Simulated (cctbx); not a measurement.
## A crystallographic session in cctbx: SmTm2Ni3Bi3Sb6

Library: cctbx 2025.11. The data are simulated by the first script.

## 1. Simulate the data

run.py:

```python
from cctbx import adptbx, crystal, miller, sgtbx, xray
from cctbx.array_family import flex
from iotbx.shelx import hklf
from scitbx import matrix
import scitbx.random

cs = crystal.symmetry(unit_cell=(12.587, 6.204, 18.575, 90, 90, 90), space_group_symbol='Hall: -P 2c 2b')  # Pbcm
atoms = [  # label, site, U (iso, or U11 U22 U33 U12 U13 U23 in A^2), occupancy
    ("Bi1", (0.7771, 0.9468, 0.25), (0.0216, 0.0148, 0.0158, -0.0029, 0.0000, 0.0000), 1),
    ("Bi2", (0.2286, 0.5166, 0.5858), (0.0321, 0.0275, 0.0236, 0.0083, 0.0055, -0.0006), 1),
    ("Tm1", (0.301, 0.4734, 0.0827), (0.0112, 0.0113, 0.0109, -0.0003, -0.0014, 0.0016), 1),
    ("Sm1", (0.6955, 0.0603, 0.75), (0.0252, 0.0184, 0.0405, -0.0025, 0.0000, 0.0000), 1),
    ("Sb1", (0.9732, 0.9554, 0.4101), (0.0183, 0.0183, 0.0195, 0.0036, -0.0017, -0.0013), 1),
    ("Sb2", (0.059, 0.6834, 0.75), (0.0199, 0.0158, 0.0126, 0.0020, 0.0000, 0.0000), 1),
    ("Sb3", (0.5026, 0.7015, 0.3368), (0.0287, 0.0247, 0.0276, 0.0015, -0.0010, 0.0026), 1),
    ("Sb4", (0.5028, 0.25, 0), (0.0226, 0.0134, 0.0112, 0.0000, 0.0000, 0.0007), 1),
    ("Ni1", (0.9003, 0.8193, 0.8256), (0.0445, 0.0232, 0.0292, 0.0013, -0.0045, -0.0079), 1),
    ("Ni2", (0.8985, 0.25, 0), (0.0336, 0.0289, 0.0267, 0.0000, 0.0000, -0.0014), 1),
]
xs = xray.structure(crystal_symmetry=cs)
for label, site, u, occ in atoms:
    u = adptbx.u_cif_as_u_star(cs.unit_cell(), u) if isinstance(u, tuple) else u
    xs.add_scatterer(xray.scatterer(label, site=site, u=u, occupancy=occ))
xs.set_inelastic_form_factors(0.6889, "sasaki")
xs.show_summary()
p1 = xs.expand_to_p1()
ms = miller.build_set(p1, anomalous_flag=True, d_min=0.84)
flex.set_random_seed(412702)
scitbx.random.set_random_seed(412702)
ms = ms.select(flex.random_double(ms.size()) < 0.95)
i = ms.structure_factors_from_scatterers(p1, algorithm="direct").f_calc().as_intensity_array().data()
i = i / flex.sqrt(1 + 0.3 * i / flex.max(i))  # extinction
i = i * 40000 / flex.max(i)
sig = flex.sqrt(i + flex.pow2(0.02 * i) + 15 ** 2)
noise = scitbx.random.variate(scitbx.random.normal_distribution())(i.size())
data = ms.array(data=i + sig * noise, sigmas=sig).set_observation_type_xray_intensity()
with open("data.hkl", "w") as f:
    data.export_as_shelx_hklf(f)
print("reflections written:", data.size(), " <I/sigma> = %.1f" % flex.mean(data.data() / data.sigmas()))
for h, a, b in list(data.sort("data"))[:12]:
    print("%4d%4d%4d %9.1f %7.1f" % (h + (a, b)))
```

```console
$ python run.py
```

```text
Number of scatterers: 10
At special positions: 5
Unit cell: (12.587, 6.204, 18.575, 90, 90, 90)
Space group: P b c m (No. 57)
reflections written: 9779  <I/sigma> = 9.8
   0  -2   6   41535.9   816.4
   0   0 -12   41316.8   824.8
   0   0  12   40219.2   824.8
   0   2   6   40033.9   816.4
   0   2  -6   39080.2   816.4
   0  -2  -6   38548.0   816.4
  -2  -2   0   25487.3   521.7
   2   2   0   25233.8   521.7
  -2   2   0   24958.3   521.7
  -2   0  -6   24528.1   494.5
   2  -2   0   24494.1   521.7
   2   0   6   23809.7   494.5
```

Run time: 0.33 s on 1 thread of Arm Neoverse V2, with other jobs on the host, peak memory 0.07 GiB.

## 2. Refinement (right model, isotropic)

run.py:

```python
import math
from cctbx import adptbx, crystal, maptbx, sgtbx, xray
from cctbx.array_family import flex
from cctbx.xray import observations
from iotbx.shelx import hklf
from scitbx.lstbx import normal_eqns_solving
from smtbx import absolute_structure, utils
from smtbx.refinement import constraints, least_squares

cs = crystal.symmetry(unit_cell=(12.587, 6.204, 18.575, 90, 90, 90), space_group_symbol='Hall: -P 2c 2b')  # Pbcm
atoms = [  # label, site, U (iso, or U11 U22 U33 U12 U13 U23 in A^2), occupancy
    ("Bi1", (0.7816, 0.9386, 0.25), 0.0200, 1),
    ("Bi2", (0.2294, 0.5163, 0.5851), 0.0200, 1),
    ("Tm1", (0.3097, 0.4741, 0.0828), 0.0200, 1),
    ("Sm1", (0.691, 0.0622, 0.75), 0.0200, 1),
    ("Sb1", (0.9717, 0.9482, 0.4112), 0.0200, 1),
    ("Sb2", (0.0568, 0.6741, 0.75), 0.0200, 1),
    ("Sb3", (0.5087, 0.7102, 0.3387), 0.0200, 1),
    ("Sb4", (0.5059, 0.25, 0), 0.0200, 1),
    ("Ni1", (0.9057, 0.8086, 0.8266), 0.0200, 1),
    ("Ni2", (0.904, 0.25, 0), 0.0200, 1),
]
xs = xray.structure(crystal_symmetry=cs)
for label, site, u, occ in atoms:
    u = adptbx.u_cif_as_u_star(cs.unit_cell(), u) if isinstance(u, tuple) else u
    xs.add_scatterer(xray.scatterer(label, site=site, u=u, occupancy=occ))
xs.set_inelastic_form_factors(0.6889, "sasaki")
raw = hklf.reader(file_name="data.hkl").as_miller_arrays(crystal_symmetry=cs, anomalous=True)[0]
merged = raw.eliminate_sys_absent().merge_equivalents()
fo2 = merged.array().set_observation_type_xray_intensity()
print("Rint %.3f, %d unique reflections to %.2f A" % (merged.r_int(), fo2.size(), fo2.d_min()))
for sc in xs.scatterers():
    sc.flags.set_grad_site(True)
    sc.flags.set_grad_u_aniso(sc.flags.use_u_aniso())
    sc.flags.set_grad_u_iso(sc.flags.use_u_iso())
obs = fo2.as_xray_observations()
extra = {}
rep = constraints.reparametrisation(xs, [], utils.connectivity_table(xs), **extra)
ls = least_squares.crystallographic_ls(obs, rep, weighting_scheme=least_squares.mainstream_shelx_weighting(a=0, b=0))
print("cycle     R1     wR2    GooF  max shift (A)")
for cycle in range(8):
    ls.build_up()
    r1, wr2, goof = ls.r1_factor(cutoff_factor=2)[0], ls.wR2(), ls.goof()
    old = xs.sites_cart()
    normal_eqns_solving.levenberg_marquardt_iterations(ls, n_max_iterations=3, tau=1e-06, step_threshold=1e-7)
    big = flex.max((xs.sites_cart() - old).norms())
    print("%4d %7.4f %7.4f %7.3f %9.5f" % (cycle + 1, r1, wr2, goof, big))
    ls.build_up(objective_only=True)
    if abs(ls.wR2() - wr2) < 5e-5 and big < 5e-4:
        break
ls.build_up()
print("final R1 %.4f wR2 %.4f GooF %.3f  parameters %d  data/parameter %.1f" % (ls.r1_factor(cutoff_factor=2)[0], ls.wR2(), ls.goof(), ls.n_parameters, fo2.size() / ls.n_parameters))
cov = ls.covariance_matrix_and_annotations()
su = dict(zip(cov.annotations, (math.sqrt(max(v, 0)) for v in cov.matrix.matrix_packed_u_diagonal())))
a2 = cs.unit_cell().reciprocal_parameters()[0] ** -2
print("atom        x        y        z      Ueq    occ   su(xyz)  su(Uiso or U11)")
for sc in xs.scatterers():
    s = max(su.get(sc.label + k, 0) for k in (".x", ".y", ".z"))
    npd = "" if sc.is_positive_definite_u(cs.unit_cell()) else "  NPD"
    print("%-5s %8.5f %8.5f %8.5f %8.4f %6.3f %8.5f %7.4f%s" % ((sc.label,) + sc.site + (sc.u_iso_or_equiv(cs.unit_cell()), sc.occupancy, s, su.get(sc.label + ".uiso", su.get(sc.label + ".u11", 0) * a2), npd)))
fo = fo2.f_sq_as_f()
fc = fo.structure_factors_from_scatterers(xs, algorithm="direct").f_calc()
diff = fo.f_obs_minus_f_calc(1 / math.sqrt(ls.scale_factor()), fc).average_bijvoet_mates()
m = diff.fft_map(symmetry_flags=maptbx.use_space_group_symmetry, resolution_factor=0.25).apply_volume_scaling()
print("difference map: max %.2f min %.2f rms %.2f" % (m.statistics().max(), m.statistics().min(), m.statistics().sigma()))
peaks = m.peak_search(parameters=maptbx.peak_search_parameters(min_distance_sym_equiv=0.6, max_clusters=6)).all()
near = xs.closest_distances(peaks.sites(), distance_cutoff=4)
sps = cs.special_position_settings(min_distance_sym_equiv=0.5)
for k, (x, h) in enumerate(zip(peaks.sites(), peaks.heights())):
    ss = sps.site_symmetry(x)
    print("Q%-3d %7.4f %7.4f %7.4f %4d %7.2f  %.2f A from %s" % ((k + 1,) + tuple(t % 1 for t in ss.exact_site()) + (ss.multiplicity(), h, near.smallest_distances[k], xs.scatterers()[near.i_seqs[k]].label)))
```

```console
$ python run.py
```

```text
Rint 0.037, 1330 unique reflections to 0.84 A
cycle     R1     wR2    GooF  max shift (A)
   1  0.2227  0.4258  15.891   0.10963
   2  0.0502  0.0913   3.408   0.00012
final R1 0.0502 wR2 0.0913 GooF 3.408  parameters 33  data/parameter 40.3
atom        x        y        z      Ueq    occ   su(xyz)  su(Uiso or U11)
Bi1    0.77704  0.94661  0.25000   0.0171  1.000  0.00020  0.0003
Bi2    0.22862  0.51650  0.58580   0.0273  1.000  0.00016  0.0003
Tm1    0.30100  0.47326  0.08266   0.0105  1.000  0.00015  0.0002
Sm1    0.69550  0.06028  0.75000   0.0269  1.000  0.00032  0.0005
Sb1    0.97333  0.95508  0.41005   0.0174  1.000  0.00023  0.0003
Sb2    0.05916  0.68328  0.75000   0.0159  1.000  0.00034  0.0005
Sb3    0.50262  0.70126  0.33673   0.0270  1.000  0.00028  0.0004
Sb4    0.50276  0.25000  0.00000   0.0153  1.000  0.00017  0.0005
Ni1    0.90015  0.82011  0.82556   0.0324  1.000  0.00059  0.0008
Ni2    0.89813  0.25000  0.00000   0.0286  1.000  0.00042  0.0011
difference map: max 9.21 min -9.69 rms 0.81
Q1    0.2631  0.5659  0.5939    8    9.67  0.55 A from Bi2
Q2    0.1940  0.0301  0.0778    8    8.96  0.54 A from Bi2
Q3    0.3085  0.5636  0.7188    8    7.36  0.58 A from Sm1
Q4    0.2593  0.0159  0.7500    4    5.90  0.51 A from Bi1
Q5    0.1846  0.0845  0.7500    4    4.94  0.52 A from Bi1
Q6    0.4502  0.7500  0.0000    4    4.59  0.59 A from Sb4
```

Time: 0.47 s.

Figures of merit this high mean that the model is still wrong or incomplete.

## 3. Refinement (right model, anisotropic)

run.py, as its changes from the last script of this kind:

```diff
@@ -12,10 +12,10 @@
-    ("Bi1", (0.7816, 0.9386, 0.25), 0.0200, 1),
-    ("Bi2", (0.2294, 0.5163, 0.5851), 0.0200, 1),
-    ("Tm1", (0.3097, 0.4741, 0.0828), 0.0200, 1),
-    ("Sm1", (0.691, 0.0622, 0.75), 0.0200, 1),
-    ("Sb1", (0.9717, 0.9482, 0.4112), 0.0200, 1),
-    ("Sb2", (0.0568, 0.6741, 0.75), 0.0200, 1),
-    ("Sb3", (0.5087, 0.7102, 0.3387), 0.0200, 1),
-    ("Sb4", (0.5059, 0.25, 0), 0.0200, 1),
-    ("Ni1", (0.9057, 0.8086, 0.8266), 0.0200, 1),
-    ("Ni2", (0.904, 0.25, 0), 0.0200, 1),
+    ("Bi1", (0.77704, 0.94661, 0.25), 0.0171, 1),
+    ("Bi2", (0.22862, 0.5165, 0.5858), 0.0273, 1),
+    ("Tm1", (0.301, 0.47326, 0.08266), 0.0105, 1),
+    ("Sm1", (0.6955, 0.06028, 0.75), 0.0269, 1),
+    ("Sb1", (0.97333, 0.95508, 0.41005), 0.0174, 1),
+    ("Sb2", (0.05916, 0.68328, 0.75), 0.0159, 1),
+    ("Sb3", (0.50262, 0.70126, 0.33673), 0.0270, 1),
+    ("Sb4", (0.50276, 0.25, 0), 0.0153, 1),
+    ("Ni1", (0.90015, 0.82011, 0.82556), 0.0324, 1),
+    ("Ni2", (0.89813, 0.25, 0), 0.0286, 1),
@@ -27,0 +28 @@
+xs.convert_to_anisotropic()
```

```console
$ python run.py
```

```text
Rint 0.037, 1330 unique reflections to 0.84 A
cycle     R1     wR2    GooF  max shift (A)
   1  0.0502  0.0913   3.462   0.00429
   2  0.0165  0.0275   1.044   0.00000
final R1 0.0165 wR2 0.0275 GooF 1.044  parameters 73  data/parameter 18.2
atom        x        y        z      Ueq    occ   su(xyz)  su(Uiso or U11)
Bi1    0.77705  0.94683  0.25000   0.0170  1.000  0.00006  0.0002
Bi2    0.22864  0.51667  0.58582   0.0274  1.000  0.00005  0.0002
Tm1    0.30098  0.47334  0.08267   0.0107  1.000  0.00005  0.0001
Sm1    0.69554  0.06031  0.75000   0.0280  1.000  0.00009  0.0003
Sb1    0.97323  0.95540  0.41008   0.0185  1.000  0.00007  0.0002
Sb2    0.05909  0.68351  0.75000   0.0156  1.000  0.00010  0.0004
Sb3    0.50266  0.70144  0.33676   0.0266  1.000  0.00008  0.0003
Sb4    0.50280  0.25000  0.00000   0.0156  1.000  0.00006  0.0004
Ni1    0.90033  0.81953  0.82557   0.0318  1.000  0.00017  0.0007
Ni2    0.89839  0.25000  0.00000   0.0294  1.000  0.00014  0.0010
difference map: max 1.93 min -2.21 rms 0.41
Q1    0.4670  0.7229  0.7500    4    2.09  1.74 A from Sb3
Q2    0.3660  0.7437  0.7500    4    1.53  1.38 A from Sm1
Q3    0.3759  0.2349  0.2189    8    1.42  1.86 A from Sb3
Q4    0.1209  0.5481  0.7144    8    1.38  1.32 A from Sb2
Q5    0.1489  0.1492  0.1177    8    1.34  1.24 A from Ni1
Q6    0.1749  0.6390  0.6619    8    1.28  1.74 A from Bi2
```

Time: 0.44 s.

## 4. Refinement

run.py, as its changes from the last script of this kind:

```diff
@@ -20,2 +20 @@
-    ("Ni1", (0.90015, 0.82011, 0.82556), 0.0324, 1),
-    ("Ni2", (0.89813, 0.25, 0), 0.0286, 1),
+    ("Ni1", (0.89813, 0.25, 0), 0.0286, 1),
@@ -42 +41 @@
-for cycle in range(8):
+for cycle in range(12):
```

```console
$ python run.py
```

```text
Rint 0.037, 1330 unique reflections to 0.84 A
cycle     R1     wR2    GooF  max shift (A)
   1  0.1366  0.2715  10.257   0.01835
   2  0.1272  0.2551   9.636   0.00004
final R1 0.1272 wR2 0.2551 GooF 9.636  parameters 64  data/parameter 20.8
atom        x        y        z      Ueq    occ   su(xyz)  su(Uiso or U11)
Bi1    0.77722  0.94780  0.25000   0.0151  1.000  0.00059  0.0021
Bi2    0.22873  0.51641  0.58570   0.0256  1.000  0.00047  0.0016
Tm1    0.30106  0.47334  0.08261   0.0086  1.000  0.00043  0.0014
Sm1    0.69577  0.06066  0.75000   0.0237  1.000  0.00088  0.0030
Sb1    0.97309  0.95553  0.41019   0.0164  1.000  0.00068  0.0023
Sb2    0.05850  0.68358  0.75000   0.0174  1.000  0.00104  0.0038
Sb3    0.50282  0.70116  0.33657   0.0259  1.000  0.00081  0.0029
Sb4    0.50247  0.25000  0.00000   0.0138  1.000  0.00052  0.0038
Ni1    0.89959  0.25000  0.00000   0.0225  1.000  0.00114  0.0075
difference map: max 54.27 min -5.55 rms 2.08
Q1    0.0984  0.1810  0.1749    8   56.81  2.49 A from Sb1
Q2    0.1346  0.7500  0.0000    4    7.57  0.43 A from Ni1
Q3    0.2325  0.0830  0.7500    4    7.54  0.23 A from Bi1
Q4    0.0595  0.6814  0.7500    4    6.49  0.02 A from Sb2
Q5    0.5078  0.2045  0.1547    8    6.13  0.21 A from Sb3
Q6    0.1004  0.2042  0.2500    4    5.26  2.12 A from Sb2
```

Time: 0.47 s.

This run holds a fault made on purpose: atom left out: Ni1.

## 5. Refinement

run.py, as its changes from the last script of this kind:

```diff
@@ -19,0 +20 @@
+    ("Pd1", (0.90015, 0.82011, 0.82556), 0.0324, 1),
```

```console
$ python run.py
```

```text
Rint 0.037, 1330 unique reflections to 0.84 A
cycle     R1     wR2    GooF  max shift (A)
   1  0.0969  0.1879   7.123   0.00507
   2  0.0368  0.0827   3.136   0.00021
final R1 0.0370 wR2 0.0827 GooF 3.135  parameters 73  data/parameter 18.2
atom        x        y        z      Ueq    occ   su(xyz)  su(Uiso or U11)
Bi1    0.77710  0.94695  0.25000   0.0158  1.000  0.00018  0.0007
Bi2    0.22866  0.51673  0.58581   0.0262  1.000  0.00015  0.0005
Tm1    0.30101  0.47337  0.08266   0.0095  1.000  0.00014  0.0004
Sm1    0.69555  0.06072  0.75000   0.0265  1.000  0.00028  0.0010
Sb1    0.97326  0.95536  0.41007   0.0172  1.000  0.00022  0.0007
Sb2    0.05900  0.68349  0.75000   0.0149  1.000  0.00032  0.0012
Sb3    0.50283  0.70143  0.33673   0.0254  1.000  0.00025  0.0009
Sb4    0.50297  0.25000  0.00000   0.0143  1.000  0.00017  0.0013
Pd1    0.90044  0.81967  0.82566   0.0705  1.000  0.00051  0.0025
Ni1    0.89828  0.25000  0.00000   0.0279  1.000  0.00042  0.0030
difference map: max 1.83 min -6.05 rms 0.73
Q1    0.4744  0.7229  0.7500    4    2.08  1.72 A from Sb3
Q2    0.1292  0.1337  0.6920    8    1.84  1.26 A from Pd1
Q3    0.1443  0.1427  0.1144    8    1.76  1.27 A from Pd1
Q4    0.0275  0.0329  0.7097    8    1.76  1.62 A from Sb2
Q5    0.1114  0.1603  0.6313    8    1.74  1.28 A from Pd1
Q6    0.1885  0.6985  0.5329    8    1.73  1.29 A from Ni1
```

Time: 0.5 s.

This run holds a fault made on purpose: wrong element: Pd1 is Ni.

## 6. Refinement

run.py, as its changes from the last script of this kind:

```diff
@@ -20,2 +20,2 @@
-    ("Pd1", (0.90015, 0.82011, 0.82556), 0.0324, 1),
-    ("Ni1", (0.89813, 0.25, 0), 0.0286, 1),
+    ("Ni1", (0.90015, 0.82011, 0.82556), 0.0324, 1),
+    ("Ni2", (0.89813, 0.25, 0), 0.0286, 1),
@@ -27 +27 @@
-xs.set_inelastic_form_factors(0.6889, "sasaki")
+xs.set_inelastic_form_factors(1.54184, "sasaki")
```

```console
$ python run.py
```

```text
Rint 0.037, 1330 unique reflections to 0.84 A
cycle     R1     wR2    GooF  max shift (A)
   1  0.1022  0.2041   7.738   0.00442
   2  0.0322  0.0686   2.600   0.00001
final R1 0.0322 wR2 0.0686 GooF 2.600  parameters 73  data/parameter 18.2
atom        x        y        z      Ueq    occ   su(xyz)  su(Uiso or U11)
Bi1    0.77702  0.94668  0.25000   0.0181  1.000  0.00015  0.0006
Bi2    0.22864  0.51689  0.58583   0.0285  1.000  0.00013  0.0004
Tm1    0.30091  0.47339  0.08270   0.0005  1.000  0.00011  0.0004  NPD
Sm1    0.69561  0.05987  0.75000   0.0232  1.000  0.00023  0.0009
Sb1    0.97340  0.95550  0.41009   0.0233  1.000  0.00018  0.0006
Sb2    0.05919  0.68352  0.75000   0.0202  1.000  0.00026  0.0010
Sb3    0.50256  0.70137  0.33678   0.0312  1.000  0.00021  0.0008
Sb4    0.50273  0.25000  0.00000   0.0203  1.000  0.00014  0.0011
Ni1    0.90024  0.81943  0.82561   0.0167  1.000  0.00042  0.0017
Ni2    0.89819  0.25000  0.00000   0.0141  1.000  0.00034  0.0024
difference map: max 4.05 min -2.52 rms 0.62
Q1    0.3102  0.0538  0.6001    8    4.22  0.38 A from Tm1
Q2    0.3160  0.0721  0.5627    8    3.09  0.50 A from Tm1
Q3    0.0868  0.7395  0.0327    8    2.46  0.64 A from Ni2
Q4    0.3421  0.5761  0.7500    4    2.38  0.48 A from Sm1
Q5    0.0723  0.1143  0.1977    8    2.07  0.69 A from Ni1
Q6    0.2983  0.6478  0.5372    8    1.73  1.50 A from Bi2
```

Run time: 0.47 s on 1 thread of Arm Neoverse V2, on a shared host, peak memory 0.09 GiB.

This run holds a fault made on purpose: dispersion terms of the wrong wavelength.

[Logs are printed without paths, hosts, clocks, repeated set-up lines and the standing remarks that a program may print on its own settings, such as how far it seeks lower states.]
